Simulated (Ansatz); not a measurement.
# Pd (Fm-3m, 1 atom in the cell): converging a phonon calculation

Aim: how dense must the meshes and how high the cutoff be for the phonons of Pd (Fm-3m, 1 atom in the cell)?

Calculated with Ansatz 0.2.0; DFT PBE, scalar-relativistic, plane waves, PAW.

Report form: the programs' logs are mostly left out.

## (1) The structure

Symmetry: Fm-3m, No. 225, cubic system. The conventional cell has a = 3.942 Å, b = 3.942 Å, c = 3.942 Å, α = 90.00°, β = 90.00°, γ = 90.00°. Nearest to Pd lie 12 Pd at 2.79 Å.

## (2) Relaxing to small forces for the phonons

Phonons need a cell at rest on their own settings, so the relaxation is repeated with tight tolerances on forces and stress on the k mesh and occupations of the first response run.

input.yaml

```yaml
crystal:
  lattice:
    - [0.0, 1.9711878732, 1.9711878732]
    - [1.9711878732, 0.0, 1.9711878732]
    - [1.9711878732, 1.9711878732, 0.0]
  atoms:
    - { symbol: Pd, position: [0.0, 0.0, 0.0] }
kpoints:
  mp_grid: { grid: [20, 20, 20] }
hamiltonian:
  xc: pbe
scf:
  occupations: { method: methfessel_paxton, width: 0.2 }
output:
  forces: true
  stress: true
  eigenvalues: true
relax:
  adjacent_minimum: "off"
  f_tol: 0.001
  max_steps: 60
  cell: { stress_tol: 0.01 }
```

On the command line:

```bash
> ansatz run input.yaml --threads 4 --pin off --max-ram 7168MiB --backend cpu --events-out ev --progress --plain --runs-dir out
```

It took 2.5 s on 4 threads of Arm Neoverse V2, shared host; peak memory 0.33 GiB; 8.9 s of CPU time.

Little changed from the start: no atom moved by 0.005 Å and no cell edge by 0.1 %.

Numbers from this step:

* pressure: -4.79e-4 GPa
* volume per atom: 15.32 Å³
* gap on the k-mesh: 0 eV

The forces vanish by symmetry and the pressure is 0.000 GPa, within the tolerances set. The cell now holds 15.32 Å³/atom.

## (3) Phonons on a q mesh

Stability and thermal properties need the whole zone. Linear response on a 4×4×4 q mesh gives force constants as far as a supercell of that size would.

input.yaml

```yaml
crystal:
  lattice:
    - [0.0, 1.971071988, 1.971071988]
    - [1.971071988, 0.0, 1.971071988]
    - [1.971071988, 1.971071988, 0.0]
  atoms:
    - { symbol: Pd, position: [0.0, 0.0, 0.0] }
kpoints:
  mp_grid: { grid: [20, 20, 20] }
hamiltonian:
  xc: pbe
scf:
  occupations: { method: methfessel_paxton, width: 0.2 }
output:
  eigenvalues: true
phonons:
  method: dfpt
  qmesh: [4, 4, 4]
  temperatures: { t_max: 1000, t_step: 50 }
  qpath:
    path:
      - [[0.0, 0.0, 0.0], [0.5, 0.0, 0.5], [0.625, 0.25, 0.625]]
      - [[0.375, 0.375, 0.75], [0.0, 0.0, 0.0], [0.5, 0.5, 0.5], [0.5, 0.25, 0.75], [0.5, 0.0, 0.5]]
    npoints: 10
```

The job ended after 2.1 min (4 threads; peak memory 3.6 GiB; 8.1 min of CPU time).

Numbers from this step:

- sum-rule residual before enforcement: 7.70e-5 eV/Å²
- lowest frequency on the path: 0 cm⁻¹
- highest frequency on the path or at a solved wavevector: 216.4 cm⁻¹
- mean frequency: 137.7 cm⁻¹
- Debye temperature (second moment): 268 K
- logarithmic mean frequency: 129.7 cm⁻¹
- lowest mode on the q mesh (acoustic modes at Γ apart): 64.06 cm⁻¹
- zero-point energy per atom: 25.61 meV
- heat capacity at 300 K: 23.98 J/(mol atoms K)
- vibrational entropy at 300 K: 37.28 J/(mol atoms K)

Frequencies (cm⁻¹) solved at each irreducible wavevector; negative means imaginary. Frequencies by wavevector, by row:

```
q in reciprocal lattice units  star  mode 1  mode 2  mode 3
                        0 0 0     1       0       0       0
                     0 0 0.25     8    64.1    64.1   151.7
                     0 0 -0.5     4   106.2   106.2   216.4
                  0 0.25 0.25     6    97.9    97.9   148.5
                  0 0.25 -0.5    24   123.7   137.5   197.1
                 0 0.25 -0.25    12    89.6   137.3   183.8
                  0 -0.5 -0.5     3   146.3   146.3   208.8
              0.25 -0.5 -0.25     6   134.4   175.5   175.5
```

Interpolated from a 4×4×4 q mesh. Phonon branches along the path, in cm⁻¹:

```
    point  branch 1  branch 2  branch 3
        Γ         0         0         0
  halfway        98        98       148
        X       146       146       209
  halfway       142       151       204
        U       131       165       189
jump to K       131       165       189
  halfway        64       105       165
        Γ         0         0         0
  halfway        64        64       152
        L       106       106       216
  halfway       115       141       199
        W       134       176       176
  halfway       141       154       199
        X       146       146       209
```

Symmetry leaves 8 wavevectors to solve. The lowest mode among them, the acoustic zeros apart, lies at q = (0, 0, 0.25) and is real, 64.1 cm⁻¹.

## (4) Another q mesh, q mesh 2×2×2

The q mesh is changed to 2×2×2, to see how far the force constants must reach.

input.yaml: that of step 3 with these lines changed.

```diff
@@ -17,3 +17,3 @@
   method: dfpt
-  qmesh: [4, 4, 4]
+  qmesh: [2, 2, 2]
   temperatures: { t_max: 1000, t_step: 50 }
```

The job ended after 20 s (4 threads; peak memory 1.2 GiB; 75 s of CPU time).

Numbers from this step:

| Item | Value |
| --- | --- |
| mean frequency | 144.1 cm⁻¹ |
| lowest mode on the q mesh (acoustic modes at Γ apart) | 106.2 cm⁻¹ |

Frequencies (cm⁻¹) solved at each irreducible wavevector; negative means imaginary. Frequencies by wavevector, by row:

```
q in reciprocal lattice units  star  mode 1  mode 2  mode 3
                        0 0 0     1       0       0       0
                     0 0 -0.5     4   106.2   106.2   216.4
                  0 -0.5 -0.5     3   146.3   146.3   208.8
```

Interpolated from a 2×2×2 q mesh, rough between the solved points. The phonon branches at the labelled points (cm⁻¹):

```
    point  branch 1  branch 2  branch 3
        Γ         0         0         0
  halfway       106       106       149
        X       146       146       209
  halfway       144       155       205
        U       135       174       194
jump to K       135       174       194
  halfway        82       119       164
        Γ         0         0         0
  halfway        75        75       153
        L       106       106       216
  halfway       123       149       204
        W       148       182       182
  halfway       147       158       202
        X       146       146       209
```

The mean frequency is 144.1 cm⁻¹, +6.4 cm⁻¹ against the base run.

On this path the spectrum ends at 216 cm⁻¹ (at L). No branch goes imaginary on this path.

## (5) Another q mesh, k-mesh 21×21×21, q mesh 3×3×3

The q mesh is changed to 3×3×3, to see how far the force constants must reach; the k mesh is 21×21×21, against 20×20×20 in the base run, so that the q mesh divides it.

input.yaml: that of step 4 with these lines changed.

```diff
@@ -8,3 +8,3 @@
 kpoints:
-  mp_grid: { grid: [20, 20, 20] }
+  mp_grid: { grid: [21, 21, 21] }
 hamiltonian:
@@ -17,3 +17,3 @@
   method: dfpt
-  qmesh: [2, 2, 2]
+  qmesh: [3, 3, 3]
   temperatures: { t_max: 1000, t_step: 50 }
```

Run time: 67 s. Hardware: 4 threads; peak memory 2.3 GiB; 4.2 min of CPU time.

Frequencies (cm⁻¹) solved at each irreducible wavevector; negative means imaginary. Frequencies by wavevector, by row:

```
q in reciprocal lattice units  star  mode 1  mode 2  mode 3
                        0 0 0     1       0       0       0
                   0 0 0.3333     8    86.9    86.9     188
              0 0.3333 0.3333     6   126.1   126.1   182.9
             0 0.3333 -0.3333    12   122.5   178.5   180.4
```

The mean frequency is 141.2 cm⁻¹, +3.5 cm⁻¹ against the base run, whose k mesh differs too.

## (6) Another q mesh, k-mesh 24×24×24, q mesh 6×6×6

The q mesh is changed to 6×6×6, to see how far the force constants must reach; the k mesh is 24×24×24, against 20×20×20 in the base run, so that the q mesh divides it.

input.yaml: that of step 5 with these lines changed.

```diff
@@ -8,3 +8,3 @@
 kpoints:
-  mp_grid: { grid: [21, 21, 21] }
+  mp_grid: { grid: [24, 24, 24] }
 hamiltonian:
@@ -17,3 +17,3 @@
   method: dfpt
-  qmesh: [3, 3, 3]
+  qmesh: [6, 6, 6]
   temperatures: { t_max: 1000, t_step: 50 }
```

It took 18 min on 4 threads; peak memory 4.4 GiB; 68 min of CPU time.

The mean frequency is 138.5 cm⁻¹, +0.8 cm⁻¹ against the base run, whose k mesh differs too.

## (7) The series together

Times are for 4 threads of Arm Neoverse V2, shared host. The runs compared:

```
no.  q mesh    k-mesh  mean frequency (cm⁻¹)  lowest frequency on the path (cm⁻¹)    time  memory (GiB)
  1   2×2×2  20×20×20                  144.1                                    0    20 s           1.2
  2   3×3×3  21×21×21                  141.2                                    0    67 s           2.3
  3   6×6×6  24×24×24                  138.5                                    0  18 min           4.4
```

The runs together. Phonon density of states against wavenumber; read off at these points; values in 1/cm⁻¹/cell:

```
wavenumber (cm⁻¹)  2×2×2, 20×20×20  3×3×3, 21×21×21  6×6×6, 24×24×24
              5.0           1.0e-5           1.0e-5           3.0e-5
             10.0           5.0e-5           5.0e-5           1.6e-4
             15.0           1.7e-4           1.7e-4           4.0e-4
             20.0           3.1e-4           3.1e-4           8.2e-4
             25.0           5.2e-4           5.2e-4          0.00139
             30.0           7.5e-4           7.8e-4          0.00197
             35.0          0.00102          0.00106          0.00256
             40.0          0.00137          0.00145          0.00317
             45.0          0.00179          0.00188          0.00377
             50.0          0.00227          0.00242          0.00437
             55.0           0.0028          0.00302          0.00502
             60.0          0.00347          0.00377          0.00571
             65.0          0.00419           0.0046          0.00647
             70.0          0.00508          0.00567          0.00732
             75.0          0.00606          0.00689           0.0083
             80.0          0.00731          0.00840          0.00949
             85.0          0.00874           0.0103           0.0108
             90.0           0.0105           0.0129           0.0126
             95.0           0.0127           0.0165           0.0149
            100.0           0.0159           0.0237           0.0183
            105.0           0.0214           0.0252           0.0254
            110.0           0.0263           0.0261           0.0294
            113.0           0.0268           0.0266           0.0296
            115.0           0.0272           0.0270           0.0294
            120.0           0.0280           0.0279           0.0287
            125.0           0.0289           0.0287           0.0280
            130.0           0.0297           0.0295           0.0276
            135.0           0.0305           0.0303           0.0249
            140.0           0.0313           0.0312           0.0226
            141.0           0.0316           0.0313           0.0223
            145.0           0.0324           0.0181           0.0209
            150.0           0.0179           0.0178           0.0184
            155.0           0.0179           0.0174           0.0174
            160.0           0.0176           0.0168           0.0161
            165.0           0.0172           0.0158           0.0145
            170.0           0.0163           0.0142           0.0125
            175.0           0.0149           0.0119          0.00799
            180.0           0.0112           0.0101           0.0109
            185.0           0.0144           0.0230           0.0211
            190.0           0.0325           0.0356           0.0343
            195.0           0.0401           0.0413           0.0394
            197.0           0.0429           0.0334           0.0386
            200.0           0.0305           0.0236           0.0253
            205.0           0.0179           0.0147           0.0157
            210.0          0.00855          0.00690          0.00764
            215.0          0.00316          0.00173          0.00287
```

The runs together, line C_V. The C_V by temperature; values in J/mol-atom/K:

```
temperature (K)  2×2×2, 20×20×20  3×3×3, 21×21×21  6×6×6, 24×24×24
              0                0                0                0
             50             7.90             8.24             8.65
            100             17.5             17.8             17.9
            150             21.2             21.3             21.4
            200             22.7             22.8             22.8
            250             23.5             23.5             23.6
            300             23.9             23.9             24.0
            350             24.2             24.2             24.2
            400             24.4             24.4             24.4
            450             24.5             24.5             24.5
            500             24.6             24.6             24.6
            550             24.6             24.6             24.6
            600             24.7             24.7             24.7
            650             24.7             24.7             24.7
            700             24.7             24.8             24.8
            750             24.8             24.8             24.8
            800             24.8             24.8             24.8
            850             24.8             24.8             24.8
            900             24.8             24.8             24.8
            950             24.8             24.8             24.8
           1000             24.8             24.9             24.9
```

## (8) Another k mesh, k-mesh 6×6×6, q mesh 2×2×2

The k mesh is changed to 6×6×6 on a small fixed q mesh, to find the coarsest that serves.

input.yaml: that of step 6 with these lines changed.

```diff
@@ -8,3 +8,3 @@
 kpoints:
-  mp_grid: { grid: [24, 24, 24] }
+  mp_grid: { grid: [6, 6, 6] }
 hamiltonian:
@@ -17,3 +17,3 @@
   method: dfpt
-  qmesh: [6, 6, 6]
+  qmesh: [2, 2, 2]
   temperatures: { t_max: 1000, t_step: 50 }
```

The job ended after 1.3 s (4 threads; peak memory 0.33 GiB; 4 s of CPU time).

The run finished; it serves as a test, and its numbers are not taken as the result.

## (9) Another k mesh, k-mesh 10×10×10, q mesh 2×2×2

The k mesh is changed to 10×10×10 on a small fixed q mesh, to find the coarsest that serves.

input.yaml: that of step 8 with these lines changed.

```diff
@@ -8,3 +8,3 @@
 kpoints:
-  mp_grid: { grid: [6, 6, 6] }
+  mp_grid: { grid: [10, 10, 10] }
 hamiltonian:
```

It took 3.5 s on 4 threads; peak memory 0.41 GiB.

The run finished; it serves as a test, and its numbers are not taken as the result.

## (10) Another k mesh, k-mesh 16×16×16, q mesh 2×2×2

The k mesh is changed to 16×16×16 on a small fixed q mesh, to find the coarsest that serves.

input.yaml: that of step 9 with these lines changed.

```diff
@@ -8,3 +8,3 @@
 kpoints:
-  mp_grid: { grid: [10, 10, 10] }
+  mp_grid: { grid: [16, 16, 16] }
 hamiltonian:
```

Wall time 11 s (4 threads); peak memory 0.75 GiB.

Against step 4 (now k-mesh 16×16×16), the lowest mode on the q mesh (acoustic modes at Γ apart) goes from 106 cm⁻¹ to 104 cm⁻¹.

## (11) Another k mesh, q mesh 2×2×2

The k mesh is changed to 20×20×20 on a small fixed q mesh, to find the coarsest that serves.

input.yaml: that of step 10 with these lines changed.

```diff
@@ -8,3 +8,3 @@
 kpoints:
-  mp_grid: { grid: [16, 16, 16] }
+  mp_grid: { grid: [20, 20, 20] }
 hamiltonian:
```

Elapsed: 20 s, on 4 threads; peak memory 1.2 GiB; 73 s of CPU time.

Frequencies (cm⁻¹) solved at each irreducible wavevector; negative means imaginary. Frequencies by wavevector, by row:

```
q in reciprocal lattice units  star  mode 1  mode 2  mode 3
                        0 0 0     1       0       0       0
                     0 0 -0.5     4   106.2   106.2   216.4
                  0 -0.5 -0.5     3   146.3   146.3   208.8
```

Against step 10 (now k-mesh 20×20×20), the lowest mode on the q mesh (acoustic modes at Γ apart) goes from 104 cm⁻¹ to 106 cm⁻¹.

## (12) Another k mesh, k-mesh 30×30×30, q mesh 2×2×2

The k mesh is changed to 30×30×30 on a small fixed q mesh, to find the coarsest that serves.

input.yaml: that of step 11 with these lines changed.

```diff
@@ -8,3 +8,3 @@
 kpoints:
-  mp_grid: { grid: [20, 20, 20] }
+  mp_grid: { grid: [30, 30, 30] }
 hamiltonian:
```

Elapsed: 64 s, on 4 threads; peak memory 3.3 GiB; 3.9 min of CPU time.

Frequencies (cm⁻¹) solved at each irreducible wavevector; negative means imaginary. Frequencies by wavevector, by row:

```
q in reciprocal lattice units  star  mode 1  mode 2  mode 3
                        0 0 0     1       0       0       0
                     0 0 -0.5     4   105.3   105.3   216.4
                  0 -0.5 -0.5     3   146.4   146.4   208.9
```

Against step 4 (now k-mesh 30×30×30), the highest frequency on the path or at a solved wavevector stays at 216 cm⁻¹. The highest frequency on the path or at a solved wavevector moves by under 1 % between these two settings.

(Part 1 of 2 ends here.)

[Logs are printed without paths, hosts, clocks, repeated set-up lines and the standing remarks that a program may print on its own settings, such as how far it seeks lower states.]

[Hosts, paths, dates, database ids (printed as entryN), source tags and the programs' standing remarks are cut or masked in the printed files.]
